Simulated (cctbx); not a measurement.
# Occupancies in Ba2SrNiSbRuO9

Cell a = 5.8600 Å, b = 5.8600 Å, c = 14.6210 Å, α = 90.00°, β = 90.00°, γ = 120.00°; space group P-3m1 (no. 164); nominal formula Ba2SrNiSbRuO9.

Simulated single-crystal data (cctbx): Mo Kα, λ = 0.71073 Å, to d = 0.75 Å, 50 % of the full sphere, strongest reflection 20000 counts, noise from counting, a 2 % proportional error and a noise floor of 8 counts (s.d.); no absorption.

With every site full:

```text
Rint 0.028, 456 unique reflections to 0.75 A
cycle     R1     wR2    GooF  max shift (A)
   1  0.1140  0.2322   9.073   0.00424
   2  0.0221  0.0436   1.705   0.00008
final R1 0.0221 wR2 0.0436 GooF 1.705  parameters 37  data/parameter 12.3
atom        x        y        z      Ueq    occ   su(xyz)  su(Uiso or U11)
Ba1    0.66667  0.33333  0.91451   0.0071  1.000  0.00005  0.0002
Ba2    0.33333  0.66667  0.40701   0.0075  1.000  0.00005  0.0002
Sb1    0.66667  0.33333  0.15666   0.0118  1.000  0.00006  0.0003
Ru1    0.33333  0.66667  0.64782   0.0104  1.000  0.00007  0.0003
Sr1    0.00000  0.00000  0.75418   0.0114  1.000  0.00008  0.0004
Ni1    0.00000  0.00000  0.00000   0.0120  1.000  0.00000  0.0007
Ni2    0.00000  0.00000  0.50000   0.0307  1.000  0.00000  0.0010
O1     0.48982  0.97963  0.74766   0.0188  1.000  0.00110  0.0020
O2     0.83301  0.66602  0.42046   0.0153  1.000  0.00114  0.0017
O3     0.17122  0.34245  0.90946   0.0200  1.000  0.00111  0.0020
difference map: max 1.10 min -4.03 rms 0.32
Q1    0.1425  0.2851  0.1329    6    1.20  1.73 A from O3
Q2    0.3333  0.6667  0.9096    2    1.07  0.97 A from Sb1
Q3    0.3333  0.6667  0.8488    2    1.07  0.08 A from Sb1
Q4    0.2591  0.5182  0.2236    6    0.97  1.62 A from O1
Q5    0.0543  0.1087  0.8994    6    0.88  1.20 A from O3
Q6    0.1862  0.3723  0.2785    6    0.88  1.71 A from O1
```

With the occupancies of the suspect sites free, each still typed as its main element:

```text
Rint 0.028, 456 unique reflections to 0.75 A
cycle     R1     wR2    GooF  max shift (A)
   1  0.0711  0.1397   5.463   0.00027
  20  0.0130  0.0244   0.954   0.00005
final R1 0.0129 wR2 0.0243 GooF 0.950  parameters 38  data/parameter 12.0
atom        x        y        z      Ueq    occ   su(xyz)  su(Uiso or U11)
Ba1    0.66667  0.33333  0.91458   0.0073  1.000  0.00003  0.0001
Ba2    0.33333  0.66667  0.40695   0.0076  1.000  0.00003  0.0001
Sb1    0.66667  0.33333  0.15660   0.0120  1.000  0.00004  0.0001
Ru1    0.33333  0.66667  0.64787   0.0106  1.000  0.00004  0.0002
Sr1    0.00000  0.00000  0.75421   0.0116  1.000  0.00004  0.0002
Ni1    0.00000  0.00000  0.00000   0.0122  1.000  0.00000  0.0004
Ni2    0.00000  0.00000  0.50000   0.0167  0.775  0.00000  0.0007
O1     0.48966  0.97931  0.74753   0.0194  1.000  0.00062  0.0011
O2     0.83276  0.66553  0.42051   0.0148  1.000  0.00062  0.0009
O3     0.17127  0.34254  0.90929   0.0200  1.000  0.00062  0.0011
su of occupancy Ni2: 0.008
difference map: max 1.07 min -0.87 rms 0.23
Q1    0.1426  0.2853  0.1342    6    1.14  1.73 A from O3
Q2    0.3333  0.6667  0.9076    2    1.02  0.94 A from Sb1
Q3    0.1850  0.3700  0.2778    6    0.98  1.71 A from O1
Q4    0.3333  0.6667  0.1817    2    0.82  1.41 A from Ba1
Q5    0.1723  0.3446  0.9684    6    0.79  0.86 A from O3
Q6    0.0761  0.5381  0.1172    6    0.78  1.39 A from Ba1
```

**Question.** What is the disorder?

X-rays count electrons. Ni2 refines to 0.775(0.008), or 21.7 electrons; the site truly holds 0.75 Ni, 21.0 electrons, which is 0.750 of Ni. A value under 1 can't tell vacancies from a lighter guest, and one over 1 needs a heavier guest; chemistry or a second radiation must settle which. Occupancy correlates with U and the scale, so the match is approximate.

Freeing them takes R1 from 0.0221 to 0.0129 and GooF from 1.71 to 0.95.

The model is made up (kin elements in a known structure type, no relaxation), so it says nothing on whether the phase exists.

[Middle refinement cycles are left out of these outputs.]

[Logs are printed without paths, hosts, clocks, repeated set-up lines and the standing remarks that a program may print on its own settings, such as how far it seeks lower states.]
